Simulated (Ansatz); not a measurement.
# B on Pd(111): change of the work function, part 2 of 4

Wanted: Δφ(θ) for B/Pd(111), starting from the fcc site.

Ansatz 0.2.0; plane-wave DFT, PBE, Ansatz PAW.

So far, work function, upper face (eV): step 2 (the clean slab) 5.27.

### Step 3. The covered slab, k-mesh 4×4×1, coverage 0.111 ML

System of this step: BPd36 (B/Pd(111)). The cell holds 37 atoms: 36 Pd and 1 B. Its edges and angles: a = 8.252 Å, b = 8.252 Å, c = 26.503 Å, α = 90.0°, β = 90.0°, γ = 60.0°. Vacuum lies along c.

The clean slab as it ended is repeated in the plane and the adsorbate is set on one face; the cell's size fixes the coverage, and the k-mesh shrinks with it to keep the sampling density about even. Adsorbate and upper layers relax, since the dipole depends on the height.

The input, input.yaml:

```yaml
crystal:
  lattice:
    - [8.2519361365, 0.0, 0.0]
    - [4.1259680682, 7.1463863246, 0.0]
    - [0.0, 0.0, 26.5030578814]
  atoms:
    - { symbol: Pd, position: [0.0, 0.0, 0.3395834564] }
    - { symbol: Pd, position: [0.1111111111, 0.1111111111, 0.4243243402] }
    - { symbol: Pd, position: [0.2222222222, 0.2222222222, 0.5108800972] }
    - { symbol: Pd, position: [0.0, 0.0, 0.5978034842] }
    - { symbol: Pd, position: [0.0, 0.3333333333, 0.3395834564] }
    - { symbol: Pd, position: [0.1111111111, 0.4444444444, 0.4243243402] }
    - { symbol: Pd, position: [0.2222222222, 0.5555555556, 0.5108800972] }
    - { symbol: Pd, position: [0.0, 0.3333333333, 0.5978034842] }
    - { symbol: Pd, position: [0.0, 0.6666666667, 0.3395834564] }
    - { symbol: Pd, position: [0.1111111111, 0.7777777778, 0.4243243402] }
    - { symbol: Pd, position: [0.2222222222, 0.8888888889, 0.5108800972] }
    - { symbol: Pd, position: [0.0, 0.6666666667, 0.5978034842] }
    - { symbol: Pd, position: [0.3333333333, 0.0, 0.3395834564] }
    - { symbol: Pd, position: [0.4444444444, 0.1111111111, 0.4243243402] }
    - { symbol: Pd, position: [0.5555555556, 0.2222222222, 0.5108800972] }
    - { symbol: Pd, position: [0.3333333333, 0.0, 0.5978034842] }
    - { symbol: Pd, position: [0.3333333333, 0.3333333333, 0.3395834564] }
    - { symbol: Pd, position: [0.4444444444, 0.4444444444, 0.4243243402] }
    - { symbol: Pd, position: [0.5555555556, 0.5555555556, 0.5108800972] }
    - { symbol: Pd, position: [0.3333333333, 0.3333333333, 0.5978034842] }
    - { symbol: Pd, position: [0.3333333333, 0.6666666667, 0.3395834564] }
    - { symbol: Pd, position: [0.4444444444, 0.7777777778, 0.4243243402] }
    - { symbol: Pd, position: [0.5555555556, 0.8888888889, 0.5108800972] }
    - { symbol: Pd, position: [0.3333333333, 0.6666666667, 0.5978034842] }
    - { symbol: Pd, position: [0.6666666667, 0.0, 0.3395834564] }
    - { symbol: Pd, position: [0.7777777778, 0.1111111111, 0.4243243402] }
    - { symbol: Pd, position: [0.8888888889, 0.2222222222, 0.5108800972] }
    - { symbol: Pd, position: [0.6666666667, 0.0, 0.5978034842] }
    - { symbol: Pd, position: [0.6666666667, 0.3333333333, 0.3395834564] }
    - { symbol: Pd, position: [0.7777777778, 0.4444444444, 0.4243243402] }
    - { symbol: Pd, position: [0.8888888889, 0.5555555556, 0.5108800972] }
    - { symbol: Pd, position: [0.6666666667, 0.3333333333, 0.5978034842] }
    - { symbol: Pd, position: [0.6666666667, 0.6666666667, 0.3395834564] }
    - { symbol: Pd, position: [0.7777777778, 0.7777777778, 0.4243243402] }
    - { symbol: Pd, position: [0.8888888889, 0.8888888889, 0.5108800972] }
    - { symbol: Pd, position: [0.6666666667, 0.6666666667, 0.5978034842] }
    - { symbol: B, position: [0.1111111111, 0.1111111111, 0.6604165436] }
kpoints:
  mp_grid: { grid: [4, 4, 1] }
hamiltonian:
  xc: pbe
scf:
  occupations: { method: fermi_dirac, width: 0.1 }
  convergence: { dr2_threshold: 1.0e-08 }
efield:
  axis: 3
  dipole_correction: true
  ramp_position: 0.97
  ramp_width: 0.06
relax:
  f_tol: 0.02
  max_steps: 60
  constraints:
    - { sites: [0, 1, 4, 5, 8, 9, 12, 13, 16, 17, 20, 21, 24, 25, 28, 29, 32, 33] }
output:
  write_potential: true
  write_density: true
  volumetric_format: npy
```

Command:

```bash
$ ansatz run input.yaml --threads 4 --pin off --max-ram 16384MiB --backend cpu --events-out ev --progress --plain --runs-dir out
```

Output:

```text
[...]
Crystal: 37 atoms, lattice volume = 1562.926 Å³
Basis set: ecut = 420 eV, 30575 PW (Γ), exchange–correlation on 120×120×360 points (8 copies of the dense FFT grid, shifted against one another)
Bands: 391, of which v1, the nominal top of the filled ones, is band 326 counted from 1 (325 counted from 0)
Symmetry: 6 space group operations
[...]
k-points: 4 of 16 (time reversal used)
[...]
SCF iter   1: F=—  HF=-251168.806131 eV  |F-HF|=—  |Δ(HF+E_count)|=         —  Δρ=1.04e-2  dr2=1.31e1  ethr=1.77e-3  p=-0.081 e·Å  D=-9.43e-3 V/Å  ΔV_dip=0.25 eV  dr2_dipole=8.53e-1  V_vac-E_F(+/−)=5.20/4.95 eV  ⟨swp⟩=7.2  Hψ=6641  notcnv=0  defer=93
[...]
SCF iter  14: F=-251168.482818 eV  HF=-251168.482818 eV  |F-HF|=6.00e-8  |Δ(HF+E_count)|=   1.23e-8  Δρ=4.18e-7  dr2=8.07e-9  ethr=1.54e-12  p=-0.051 e·Å  D=-5.94e-3 V/Å  ΔV_dip=0.16 eV  dr2_dipole=8.22e-12  V_vac-E_F(+/−)=5.41/5.25 eV  ⟨swp⟩=6.5  Hψ=9445  notcnv=0
SCF 1 converged in 14 iterations: F = -251168.482818 eV  dr2 = 8.07e-9
[...]
relax step   1: F+E_penalty+E_count = -251168.48281846 eV  Δ(F+E_penalty+E_count) = +0.000e0 eV  max|allowed force component| = 3.471e0 eV/Å  Δτ_max = 0.0000 Å  (14 SCF iters, accepted)
[...]
SCF iter  13: F=-251169.330515 eV  HF=-251169.330515 eV  |F-HF|=3.02e-8  |Δ(HF+E_count)|=   4.37e-8  Δρ=3.41e-7  dr2=4.45e-9  ethr=1.54e-12  p=-0.042 e·Å  D=-4.90e-3 V/Å  ΔV_dip=0.13 eV  dr2_dipole=4.04e-11  V_vac-E_F(+/−)=5.38/5.25 eV  ⟨swp⟩=8.0  Hψ=9238  notcnv=0
SCF 2 converged in 13 iterations: F = -251169.330515 eV  dr2 = 4.45e-9
relax step   2: F+E_penalty+E_count = -251169.33051484 eV  Δ(F+E_penalty+E_count) = -8.477e-1 eV  max|allowed force component| = 2.574e0 eV/Å  Δτ_max = 0.1949 Å  (13 SCF iters, accepted)
SCF iter   1: F=—  HF=-251169.779251 eV  |F-HF|=—  |Δ(HF+E_count)|=         —  Δρ=3.52e-3  dr2=2.32e-1  ethr=3.64e-4  p=-0.042 e·Å  D=-4.90e-3 V/Å  ΔV_dip=0.13 eV  dr2_dipole=4.70e-3  V_vac-E_F(+/−)=5.38/5.25 eV  ⟨swp⟩=5.2  Hψ=5140  notcnv=0  defer=145
[...]
SCF iter  13: F=-251169.722962 eV  HF=-251169.722962 eV  |F-HF|=3.16e-8  |Δ(HF+E_count)|=   3.14e-8  Δρ=4.40e-7  dr2=5.64e-9  ethr=1.54e-12  p=-0.031 e·Å  D=-3.60e-3 V/Å  ΔV_dip=0.10 eV  dr2_dipole=1.76e-10  V_vac-E_F(+/−)=5.34/5.25 eV  ⟨swp⟩=7.0  Hψ=9736  notcnv=0
SCF 3 converged in 13 iterations: F = -251169.722962 eV  dr2 = 5.64e-9
relax step   3: F+E_penalty+E_count = -251169.72296206 eV  Δ(F+E_penalty+E_count) = -3.924e-1 eV  max|allowed force component| = 5.921e-1 eV/Å  Δτ_max = 0.1949 Å  (13 SCF iters, accepted)
[...]
relax step   4: F+E_penalty+E_count = -251169.82339250 eV  Δ(F+E_penalty+E_count) = -1.004e-1 eV  max|allowed force component| = 2.416e-1 eV/Å  Δτ_max = 0.1477 Å  (13 SCF iters, accepted)
SCF iter   1: F=—  HF=-251169.833455 eV  |F-HF|=—  |Δ(HF+E_count)|=         —  Δρ=1.18e-3  dr2=2.90e-2  ethr=3.00e-5  p=-0.027 e·Å  D=-3.08e-3 V/Å  ΔV_dip=0.08 eV  dr2_dipole=2.45e-3  V_vac-E_F(+/−)=5.33/5.25 eV  ⟨swp⟩=4.0  Hψ=4129  notcnv=0  defer=145
[...]
SCF iter  11: F=-251169.829696 eV  HF=-251169.829696 eV  |F-HF|=1.53e-8  |Δ(HF+E_count)|=   4.52e-8  Δρ=3.67e-7  dr2=5.30e-9  ethr=1.54e-12  p=-0.025 e·Å  D=-2.94e-3 V/Å  ΔV_dip=0.08 eV  dr2_dipole=5.50e-12  V_vac-E_F(+/−)=5.33/5.25 eV  ⟨swp⟩=8.0  Hψ=8829  notcnv=0
SCF 5 converged in 11 iterations: F = -251169.829696 eV  dr2 = 5.30e-9
relax step   5: F+E_penalty+E_count = -251169.82969647 eV  Δ(F+E_penalty+E_count) = -6.304e-3 eV  max|allowed force component| = 1.996e-2 eV/Å  Δτ_max = 0.0494 Å  (11 SCF iters, accepted)
NSCF: frozen V_eff on 4 k-points
[...]
WARN: The output density's exchange-correlation potential varies sharply where the density is thin. Do not read a vacuum level from v_tot or v_xc, or from such a field of the output density. On a cell that repeats whose density bears no net charge and no dipole along the vacuum's axis use v_es (v_loc + v_h of the components); under efield.dipole_correction with no amplitude use v_es + v_field, which holds any externa [...]
SCF converged after 11 iterations
Free energy (F): -251169.829696 eV
[...]
Internal energy: -251167.529759 eV  (E = F + TS)
E sigma→0 (E₀):  -251168.679728 eV
Entropy (-TS):   -2.299937 eV (-62.160 meV/atom)
Fermi energy:    3.310899 eV
Dipole field:    D = -0.002938 V/Å  (p = -0.025374 e·Å, saw-weighted, corrected)
Work function:   Φ+ = 5.3256 eV   Φ− = 5.2477 eV
[...]
--- Forces (eV/Å), atoms counted from 1 ---
  atom   1  Pd     0.00001653     0.00000955    -0.30972766
  atom   2  Pd     0.00000000     0.00000000     0.45093736
  atom   3  Pd     0.01443868     0.00833617    -0.00642205
  atom   4  Pd    -0.01728923    -0.00998194    -0.00496730
  atom   5  Pd     0.00000000    -0.00001909    -0.30972766
  atom   6  Pd    -0.02614135    -0.00893449     0.31699103
  atom   7  Pd     0.00481051    -0.00277735     0.01733158
  atom   8  Pd    -0.00000000     0.01996388    -0.00496730
  atom   9  Pd     0.01669551    -0.00963916    -0.30909176
  atom  10  Pd    -0.00533319     0.02710632     0.31699103
  atom  11  Pd     0.00000000    -0.01667235    -0.00642205
  atom  12  Pd    -0.00419102     0.00241969    -0.01205787
  atom  13  Pd    -0.00001653     0.00000955    -0.30972766
  atom  14  Pd    -0.02080817    -0.01817183     0.31699103
  atom  15  Pd    -0.00000000     0.00555469     0.01733158
  atom  16  Pd     0.01728923    -0.00998194    -0.00496730
  atom  17  Pd     0.00481744     0.00278135    -0.32005018
  atom  18  Pd     0.00000000     0.00000000     0.29966465
  atom  19  Pd    -0.00481051    -0.00277735     0.01733158
  atom  20  Pd     0.01181284     0.00682015    -0.00770688
  atom  21  Pd     0.00000000    -0.00556270    -0.32005018
  atom  22  Pd     0.00533319     0.02710632     0.31699103
  atom  23  Pd     0.01005644    -0.00580609     0.01035629
  atom  24  Pd     0.00000000    -0.01364029    -0.00770688
  atom  25  Pd    -0.00000000     0.01927831    -0.30909176
  atom  26  Pd     0.02080817    -0.01817183     0.31699103
  atom  27  Pd    -0.01443868     0.00833617    -0.00642205
  atom  28  Pd     0.00000000    -0.00483937    -0.01205787
  atom  29  Pd    -0.00481744     0.00278135    -0.32005018
  atom  30  Pd     0.02614135    -0.00893449     0.31699103
  atom  31  Pd    -0.00000000     0.01161218     0.01035629
  atom  32  Pd    -0.01181284     0.00682015    -0.00770688
  atom  33  Pd    -0.01669551    -0.00963916    -0.30909176
  atom  34  Pd     0.00000000     0.00000000     0.16192596
  atom  35  Pd    -0.01005644    -0.00580609     0.01035629
  atom  36  Pd     0.00419102     0.00241969    -0.01205787
  atom  37  B     -0.00000000    -0.00000000     0.01252151
  max |Σ_I F_I| component: 1.18e-5 eV/Å
--- Band table (eV) ---
  k-point 0: bands = [... 322 lower, 3.0370, 3.0370, 3.0697, 3.0699, 3.0814, 3.0814, 3.1277, 3.1277, ... 61 higher]
  k-point 1: bands = [... 322 lower, 3.1679, 3.1752, 3.1925, 3.2373, 3.2835, 3.2918, 3.3049, 3.3253, ... 61 higher]
  k-point 2: bands = [... 322 lower, 3.2676, 3.2698, 3.2843, 3.3772, 3.3898, 3.4237, 3.4514, 3.4622, ... 61 higher]
  k-point 3: bands = [... 322 lower, 3.2521, 3.2856, 3.2986, 3.3259, 3.3416, 3.3613, 3.4553, 3.4569, ... 61 higher]
--- Relaxed structure (5 steps of the walk, 5 accepted, 0 SCFs on fresh bases) ---
  F+E_penalty+E_count = -251169.82969647 eV   max|allowed force component| = 1.996e-2 eV/Å
  atoms:
    - { symbol: Pd, position: [1.111111e-11, 1.111111e-11, 0.3395834564] }
    - { symbol: Pd, position: [0.111111, 0.111111, 0.424324] }
    - { symbol: Pd, position: [0.221971, 0.221971, 0.511503] }
    - { symbol: Pd, position: [-0.00544225, -0.00544225, 0.601269] }
    - { symbol: Pd, position: [1.111111e-11, 0.333333, 0.3395834564] }
    - { symbol: Pd, position: [0.111111, 0.444444, 0.424324] }
    - { symbol: Pd, position: [0.222166, 0.555584, 0.510801] }
    - { symbol: Pd, position: [-0.00544225, 0.344218, 0.601269] }
    - { symbol: Pd, position: [-2.222217e-11, 0.666667, 0.3395834564] }
    - { symbol: Pd, position: [0.111111, 0.777778, 0.424324] }
    - { symbol: Pd, position: [0.221971, 0.889391, 0.511503] }
    - { symbol: Pd, position: [0.000625147, 0.666354, 0.598193] }
    - { symbol: Pd, position: [0.333333, 1.111111e-11, 0.3395834564] }
    - { symbol: Pd, position: [0.444444, 0.111111, 0.424324] }
    - { symbol: Pd, position: [0.555584, 0.222166, 0.510801] }
    - { symbol: Pd, position: [0.344218, -0.00544225, 0.601269] }
    - { symbol: Pd, position: [0.333333, 0.333333, 0.3395834564] }
    - { symbol: Pd, position: [0.444444, 0.444444, 0.424324] }
    - { symbol: Pd, position: [0.555584, 0.555584, 0.510801] }
    - { symbol: Pd, position: [0.334409, 0.334409, 0.597931] }
    - { symbol: Pd, position: [0.333333, 0.666667, 0.3395834564] }
    - { symbol: Pd, position: [0.444444, 0.777778, 0.424324] }
    - { symbol: Pd, position: [0.554945, 0.889194, 0.511167] }
    - { symbol: Pd, position: [0.334409, 0.664516, 0.597931] }
    - { symbol: Pd, position: [0.666667, -2.222220e-11, 0.3395834564] }
    - { symbol: Pd, position: [0.777778, 0.111111, 0.424324] }
    - { symbol: Pd, position: [0.889391, 0.221971, 0.511503] }
    - { symbol: Pd, position: [0.666354, 0.000625147, 0.598193] }
    - { symbol: Pd, position: [0.666667, 0.333333, 0.3395834564] }
    - { symbol: Pd, position: [0.777778, 0.444444, 0.424324] }
    - { symbol: Pd, position: [0.889194, 0.554945, 0.511167] }
    - { symbol: Pd, position: [0.664516, 0.334409, 0.597931] }
    - { symbol: Pd, position: [0.666667, 0.666667, 0.3395834564] }
    - { symbol: Pd, position: [0.777778, 0.777778, 0.424324] }
    - { symbol: Pd, position: [0.889194, 0.889194, 0.511167] }
    - { symbol: Pd, position: [0.666354, 0.666354, 0.598193] }
    - { symbol: B, position: [0.111111, 0.111111, 0.638272] }
```

Wall time 13 min (4 threads of Arm Neoverse V1, shared host); peak memory 10 GiB; 38 min of CPU time.

Relaxation path:

| step | energy less that of the first step (eV) | largest force component (eV/Å) |
| --- | --- | --- |
| 1 | 0.0000 | 3.4707 |
| 2 | -0.8477 | 2.5743 |
| 3 | -1.2401 | 0.5921 |
| 4 | -1.3406 | 0.2416 |
| 5 | -1.3469 | 0.0200 |

Forces are held to the 6 operations that the program found; a distortion that breaks them can't arise in this run.

The atoms that moved most (Å):

| atom | dx | dy | dz | length |
| --- | --- | --- | --- | --- |
| B37 | 0.000 | 0.000 | -0.587 | 0.587 |
| Pd8 | 0.000 | 0.078 | 0.092 | 0.120 |
| Pd4 | -0.067 | -0.039 | 0.092 | 0.120 |
| Pd16 | 0.067 | -0.039 | 0.092 | 0.120 |
| Pd11 | 0.000 | 0.004 | 0.017 | 0.017 |
| Pd27 | 0.003 | -0.002 | 0.017 | 0.017 |
| Pd3 | -0.003 | -0.002 | 0.017 | 0.017 |
| Pd20 | 0.013 | 0.008 | 0.003 | 0.016 |

Final coordinates:

```xyz
37
Lattice="8.2519 0.0000 0.0000 4.1260 7.1464 0.0000 0.0000 0.0000 26.5031" Properties=species:S:1:pos:R:3
Pd    0.0000    0.0000    9.0000
Pd    1.3753    0.7940   11.2459
Pd    2.7475    1.5863   13.5564
Pd   -0.0674   -0.0389   15.9355
Pd    1.3753    2.3821    9.0000
Pd    2.7506    3.1762   11.2459
Pd    4.1256    3.9704   13.5378
Pd    1.3753    2.4599   15.9355
Pd    2.7506    4.7643    9.0000
Pd    4.1260    5.5583   11.2459
Pd    5.5013    6.3559   13.5564
Pd    2.7545    4.7620   15.8539
Pd    2.7506    0.0000    9.0000
Pd    4.1260    0.7940   11.2459
Pd    5.5013    1.5877   13.5378
Pd    2.8180   -0.0389   15.9355
Pd    4.1260    2.3821    9.0000
Pd    5.5013    3.1762   11.2459
Pd    6.8770    3.9704   13.5378
Pd    4.1393    2.3898   15.8470
Pd    5.5013    4.7643    9.0000
Pd    6.8766    5.5583   11.2459
Pd    8.2482    6.3545   13.5475
Pd    5.5013    4.7489   15.8470
Pd    5.5013    0.0000    9.0000
Pd    6.8766    0.7940   11.2459
Pd    8.2550    1.5863   13.5564
Pd    5.5013    0.0045   15.8539
Pd    6.8766    2.3821    9.0000
Pd    8.2519    3.1762   11.2459
Pd    9.6273    3.9659   13.5475
Pd    6.8633    2.3898   15.8470
Pd    8.2519    4.7643    9.0000
Pd    9.6273    5.5583   11.2459
Pd   11.0064    6.3545   13.5475
Pd    8.2481    4.7620   15.8539
B     1.3753    0.7940   16.9162
```

This step gave:

| Item | Value |
| --- | --- |
| energy at zero smearing | -251168.6797 eV |
| work function, upper face | 5.326 eV |
| work function, lower face | 5.248 eV |
| dipole along the normal | -0.02537 e·Å |
| step between the vacuum levels | 0.07786 eV |

Running mean over 2.246 Å of the planar mean; the ramp of the sawtooth is left out. The electron's electrostatic potential energy less the Fermi level by z:

| z (Å) | electron's electrostatic potential energy less the Fermi level (eV) |
| --- | --- |
| 3.5 | 5.25 |
| 4.0 | 5.25 |
| 4.5 | 5.25 |
| 5.0 | 5.24 |
| 5.5 | 5.23 |
| 6.0 | 5.19 |
| 6.5 | 5.04 |
| 7.0 | 4.38 |
| 7.5 | 1.80 |
| 8.0 | -3.10 |
| 8.5 | -7.02 |
| 9.0 | -8.25 |
| 9.5 | -8.43 |
| 10.0 | -8.48 |
| 10.5 | -8.51 |
| 11.0 | -8.55 |
| 11.5 | -8.49 |
| 12.0 | -8.18 |
| 12.5 | -8.04 |
| 13.0 | -8.30 |
| 13.5 | -8.48 |
| 14.0 | -8.23 |
| 14.5 | -7.75 |
| 15.0 | -7.80 |
| 15.5 | -8.36 |
| 16.0 | -8.58 |
| 16.5 | -6.99 |
| 17.0 | -2.50 |
| 17.5 | 2.11 |
| 18.0 | 4.32 |
| 18.5 | 5.04 |
| 19.0 | 5.26 |
| 19.5 | 5.31 |
| 20.0 | 5.32 |
| 20.5 | 5.32 |
| 21.0 | 5.33 |
| 21.5 | 5.33 |
| 22.0 | 5.33 |
| 22.5 | 5.33 |
| 23.0 | 5.33 |

The relaxation took 5 steps and lowered the energy by 1.3 eV; the largest force on the free atoms ends at 0.020 eV/Å.

The covered face has 5.33 eV, +0.06 eV against the clean one; the bare back face has moved by -0.00 eV, a measure of how thin the slab is.

[end of part 2 of 4]

[Long decimals in the printed logs are rounded to 6 places.]

[Logs are printed without paths, hosts, clocks, repeated set-up lines and the standing remarks that a program may print on its own settings, such as how far it seeks lower states.]

[Hosts, paths, dates, database ids (printed as entryN), source tags and the programs' standing remarks are cut or masked in the printed files.]

[Maps of the electrostatic potential energy from Ansatz leave out the sawtooth potential of an applied field or a dipole correction, so their vacuum need not be flat; planar profiles and work functions include it.]
